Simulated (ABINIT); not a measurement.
## Quasiparticle gap of AlN (P6_3mc) in ABINIT

Aim: the G0W0 gap of AlN (P6_3mc) on PBE, step by step.

Calculated with ABINIT 10.8.3; PBE and many-body steps on it, plane waves.

The database entry behind the starting cell differs from later determinations by our own check (inner coordinate u about 0.002 short), so it need not match the best structure at ambient conditions.

### Step 1. Starting point

It takes space group P6_3mc (No. 186, hexagonal). The conventional cell has a = 3.113 Å, b = 3.113 Å, c = 4.981 Å, α = 90.00°, β = 90.00°, γ = 120.00°. Nearest to Al lie 4 N at 1.89 Å. N has 4 Al at 1.89 Å nearest. Farther neighbours and most contacts between anions are not listed.

The cell and positions come from the Crystallography Open Database and are kept as given unless a step says otherwise.

### Step 2. Ground state

This step: ABINIT 10.8.3; DFT, PBE, plane waves, norm-conserving pseudopotentials.

The ground-state density comes first.

Contents of run.abi:

```
acell 3*1.0 Angstrom
rprim 
  3.113000000011 -0.000000000003 0.000000000000
  -1.556500000003 2.695937081992 0.000000000000
  0.000000000000 0.000000000000 4.981000000000
ntypat 2
znucl 13 7
natom 4
typat 1 1 2 2
xred 
  0.333333333333 0.666666666667 0.000000000000
  0.666666666667 0.333333333333 0.500000000000
  0.333333333333 0.666666666667 0.380000000000
  0.666666666667 0.333333333333 0.880000000000
pp_dirpath "pseudos"
pseudos "Al.upf, N.upf"
ecut 36
ngkpt 6 6 4
nshiftk 1
shiftk 0 0 0
kptopt 1
chksymbreak 0
nband 14
occopt 1
tolvrs 1e-10
nstep 60
prtwf 0
optforces 0
optstress 0
indata_prefix "in"
outdata_prefix "out"
tmpdata_prefix "tmp"
```

Command:

```console
$ OMP_NUM_THREADS=1 mpirun -n 8 abinit run.abi > log
```

Numbers of over 12 decimals in the logs are rounded to 6 here.

Output:

```text
.Version 10.8.3 of ABINIT. v10.8.2 released Aug 2026.

 Symmetries : space group P6_3 m c (#186); Bravais hP (primitive hexag.)
================================================================================
 Values of the parameters that define the memory need of the present run
     intxc =       0    ionmov =       0      iscf =       7    lmnmax =       6
     lnmax =       6     mgfft =      54  mpssoang =       3    mqgrid =    3001
     natom =       4  nloc_mem =       1    nspden =       1   nspinor =       1
    nsppol =       1      nsym =      12    n1xccc =    2501    ntypat =       2
    occopt =       1   xclevel =       2
-    mband =          14        mffmem =           1         mkmem =           3
       mpw =        2934          nfft =       55296          nkpt =          21
================================================================================
  Rough estimation (10% accuracy) of disk space for files :
================================================================================

--------------------------------------------------------------------------------
------------- Echo of variables that govern the present computation ------------
--------------------------------------------------------------------------------
 -outvars: echo values of preprocessed input variables --------
            acell      1.8897261259E+00  1.8897261259E+00  1.8897261259E+00 Bohr

      chksymbreak           0
             ecut      3.60000000E+01 Hartree
-          fftalg         312

              ixc     -101130
              kpt      0.00000000E+00  0.00000000E+00  0.00000000E+00
                       1.66666667E-01  0.00000000E+00  0.00000000E+00
                       3.33333333E-01  0.00000000E+00  0.00000000E+00
                       5.00000000E-01  0.00000000E+00  0.00000000E+00
                       1.66666667E-01  1.66666667E-01  0.00000000E+00
                       3.33333333E-01  1.66666667E-01  0.00000000E+00
                       3.33333333E-01  3.33333333E-01  0.00000000E+00
                       0.00000000E+00  0.00000000E+00  2.50000000E-01
                       1.66666667E-01  0.00000000E+00  2.50000000E-01
   [... 10 further rows ...]
                       3.33333333E-01  1.66666667E-01  5.00000000E-01
                       3.33333333E-01  3.33333333E-01  5.00000000E-01
         kptrlatt        6    0    0      0    6    0      0    0    4
          kptrlen      3.52963046E+01
P           mkmem           3
            natom           4
            nband          14
            ngfft          32      32      54
             nkpt          21
            nstep          60
             nsym          12
           ntypat           2
              occ      2.000000  2.000000  2.000000  2.000000  2.000000  2.000000
                       2.000000  2.000000  0.000000  0.000000  0.000000  0.000000
                       0.000000  0.000000
        optforces           0
        optstress           0
            prtwf           0
            rprim      3.1130000000E+00 -3.0000000000E-12  0.0000000000E+00
[...]
spgroup         186

           tolvrs      1.00000000E-10

             xred      3.3333333333E-01  6.6666666667E-01  1.1102230246E-16
[...]
znucl       13.00000    7.00000

================================================================================

 chkinp: Checking input parameters for consistency.

================================================================================
== DATASET  1 ==================================================================
-   mpi_nproc: 8, omp_nthreads: 1 (-1 if OMP is not activated)

--- !DatasetInfo
iteration_state: {dtset: 1, }
dimensions: {natom: 4, nkpt: 21, mband: 14, nsppol: 1, nspinor: 1, nspden: 1, mpw: 2934, }
cutoff_energies: {ecut:  36.0, pawecutdg:  -1.0, }
electrons: {nelect:   1.60000000E+01, charge:   0.00000000E+00, occopt:   1.00000000E+00, tsmear:   1.00000000E-02, }

 Real(R)+Recip(G) space primitive vectors, cartesian coordinates (Bohr,Bohr^-1):
 R(1)=  5.8827174  0.0000000  0.0000000  G(1)=  0.1699895  0.0981435  0.0000000
 R(2)= -2.9413587  5.0945827  0.0000000  G(2)=  0.0000000  0.1962869  0.0000000
 R(3)=  0.0000000  0.0000000  9.4127258  G(3)=  0.0000000  0.0000000  0.1062392
 Unit cell volume ucvol=  2.8209931E+02 bohr^3
 Angles (23,13,12)=  9.00000000E+01  9.00000000E+01  1.20000000E+02 degrees

 getcut: wavevector=  0.0000  0.0000  0.0000  ngfft=  32  32  54
         ecut(hartree)=     36.000   => boxcut(ratio)=   2.01398

--- Pseudopotential description ------------------------------------------------
- Al Generated using ONCVPSP code by D. R. Hamann
- 13.00000   3.00000  171031                  znucl, zion, pspdat
12 -101130 2 -1 1876                          pspcod,pspxc,lmax,lloc,mmax
     nproj     2     2     2
  pspatm : epsatm=    4.08140545
         --- l  ekb(1:nproj) -->
[...]
pspatm: atomic psp has been read  and splines computed

- N Generated using ONCVPSP code by D. R. Hamann
-  7.00000   5.00000  171031                  znucl, zion, pspdat
12 -101130 1 -1 1058                          pspcod,pspxc,lmax,lloc,mmax
     nproj     2     2     0
  pspatm : epsatm=    5.20977870
         --- l  ekb(1:nproj) -->
[...]
pspatm: atomic psp has been read  and splines computed

   2.97317893E+02                                ecore*ucvol(ha*bohr**3)
--------------------------------------------------------------------------------

_setup2: Arith. and geom. avg. npw (full set) are    2910.285    2910.260

================================================================================

--- !BeginCycle
iteration_state: {dtset: 1, }
solver: {iscf: 7, nstep: 60, nline: 4, wfoptalg: 0, }
tolerances: {tolvrs: 1.00E-10, }

     iter   Etot(hartree)      deltaE(h)  residm     vres2
 ETOT  1  -25.271539827214    -2.527E+01 6.107E-02 8.448E+02
 ETOT  2  -25.352258701810    -8.072E-02 1.435E-02 6.550E+02
 ETOT  3  -25.587401781115    -2.351E-01 2.152E-02 9.364E-01
 ETOT  4  -25.588085893888    -6.841E-04 8.287E-03 1.660E-02
 ETOT  5  -25.588088186692    -2.293E-06 3.580E-03 1.904E-03
 ETOT  6  -25.588088419180    -2.325E-07 1.893E-03 2.744E-05
 ETOT  7  -25.588088426564    -7.385E-09 1.489E-03 4.553E-06
 ETOT  8  -25.588088428187    -1.622E-09 1.240E-03 2.558E-08
 ETOT  9  -25.588088428195    -7.653E-12 2.108E-03 7.436E-10
 ETOT 10  -25.588088428195    -3.944E-13 1.204E-03 6.680E-11

 At SCF step   10       vres2   =  6.68E-11 < tolvrs=  1.00E-10 =>converged.

--- !ResultsGS
iteration_state: {dtset: 1, }
comment   : Summary of ground state results
lattice_vectors:
- [  5.8827174,  -0.0000000,   0.0000000, ]
- [ -2.9413587,   5.0945827,   0.0000000, ]
- [  0.0000000,   0.0000000,   9.4127258, ]
lattice_lengths: [   5.88272,    5.88272,    9.41273, ]
lattice_angles: [ 90.000,  90.000, 120.000, ] # degrees, (23, 13, 12)
lattice_volume:   2.8209931E+02
convergence: {deltae: -3.944E-13, res2:  6.680E-11, residm:  1.204E-03, diffor:  0.000E+00, }
etotal    :  -2.55880884E+01
entropy   :   0.00000000E+00
fermie    :   1.95302428E-01
cartesian_stress_tensor: null
pressure_GPa: null
xred      :
- [  3.3333E-01,   6.6667E-01,   1.1102E-16, Al]
- [  6.6667E-01,   3.3333E-01,   5.0000E-01, Al]
- [  3.3333E-01,   6.6667E-01,   3.8000E-01,  N]
- [  6.6667E-01,   3.3333E-01,   8.8000E-01,  N]
cartesian_forces: null
force_length_stats: {min: null, max: null, mean: null, }

 Integrated electronic density in atomic spheres:
 ------------------------------------------------
 Atom  Sphere_radius  Integrated_density
[...]
4        2.00000          5.37790308
================================================================================

 ----iterations are completed or convergence reached----

 Mean square residual over all n,k,spin=   65.436E-07; max=  12.038E-04
 reduced coordinates (array xred) for    4 atoms
       0.333333333333      0.666666666667      0.000000000000
       0.666666666667      0.333333333333      0.500000000000
       0.333333333333      0.666666666667      0.380000000000
       0.666666666667      0.333333333333      0.880000000000
 rms dE/dt=  0.0000E+00; max dE/dt=  0.0000E+00; dE/dt below (all hartree)
    1       0.000000000000      0.000000000000      0.000000000000
    2       0.000000000000      0.000000000000      0.000000000000
    3       0.000000000000      0.000000000000      0.000000000000
    4       0.000000000000      0.000000000000      0.000000000000

 cartesian coordinates (angstrom) at end:
    1      1.67e-12     1.797291     0.000000
    2      1.556500     0.898646     2.490500
    3      1.67e-12     1.797291     1.892780
    4      1.556500     0.898646     4.383280
 length scales=  1.889726125908  1.889726125908  1.889726125908 bohr
              =  1.000000000000  1.000000000000  1.000000000000 angstroms
 prteigrs : about to open file out_EIG
 Fermi (or HOMO) energy (hartree) =   0.19530   Average Vxc (hartree)=  -0.39340
 Eigenvalues (hartree) for nkpt=  21  k points:
 kpt#   1, nband= 14, wtk=  0.00694, kpt=  0.0000  0.0000  0.0000 (reduced coord)
  -0.36127   -0.28223   -0.02425    0.16476    0.16476    0.18869    0.18869    0.19530
   0.35040    0.44063    0.58456    0.60656    0.60656    0.67969
 prteigrs : prtvol=0 or 1, do not print more k-points.

--- !EnergyTerms
iteration_state     : {dtset: 1, }
comment             : Components of total free energy in Hartree
kinetic             :  1.63754067525830E+01
hartree             :  5.68913969396399E+00
xc                  : -8.49822455013840E+00
Ewald energy        : -2.17432241271520E+01
psp_core            :  1.05394762412788E+00
local_psp           : -1.71233917846079E+01
non_local_psp       : -1.34174203697168E+00
total_energy        : -2.55880884281950E+01
total_energy_eV     : -6.96287357515931E+02
band_energy         :  5.39239398030489E-02

== END DATASET(S) ==============================================================
================================================================================

 -outvars: echo values of variables after computation  --------
           etotal     -2.5588088428E+01
            nband          14
             nkpt          21
          spgroup         186
 [... the other variables as echoed above ...]

 Calculation completed.
```

Elapsed: 5.4 s, on 8 MPI ranks of Arm Neoverse V1, shared host; peak memory 0.53 GiB; 42 s of CPU time.

This step gave:

```yaml
total_energy: -696.2874 eV
gap: 4.220 eV
k_of_the_valence_top: 0, 0, 0
k_of_the_conduction_bottom: 0, 0, 0
least_direct_gap: 4.220 eV
```

The gap is direct, at Γ.

(Continued in part 2 of 3.)

[Paths, hosts, dates, memory and timing lines, banners, echoed tables and standing remarks are left out of the program output.]

[Logs are printed without paths, hosts, clocks, repeated set-up lines and the standing remarks that a program may print on its own settings, such as how far it seeks lower states.]

[Runs of the session that timed out or met a known fault of the program may be left out.]

[Hosts, paths, dates, database ids (printed as entryN), source tags and the programs' standing remarks are cut or masked in the printed files.]

[G0W0 gaps are taken among the corrected bands and points alone; a level outside them can change the order at an edge.]

[Where Ansatz stands beside ABINIT at settings called matched, ABINIT's density can come from a denser mesh and the files from another edition; pairs whose starting gaps differed by over 0.03 eV were left out, so agreement reads better than it is.]
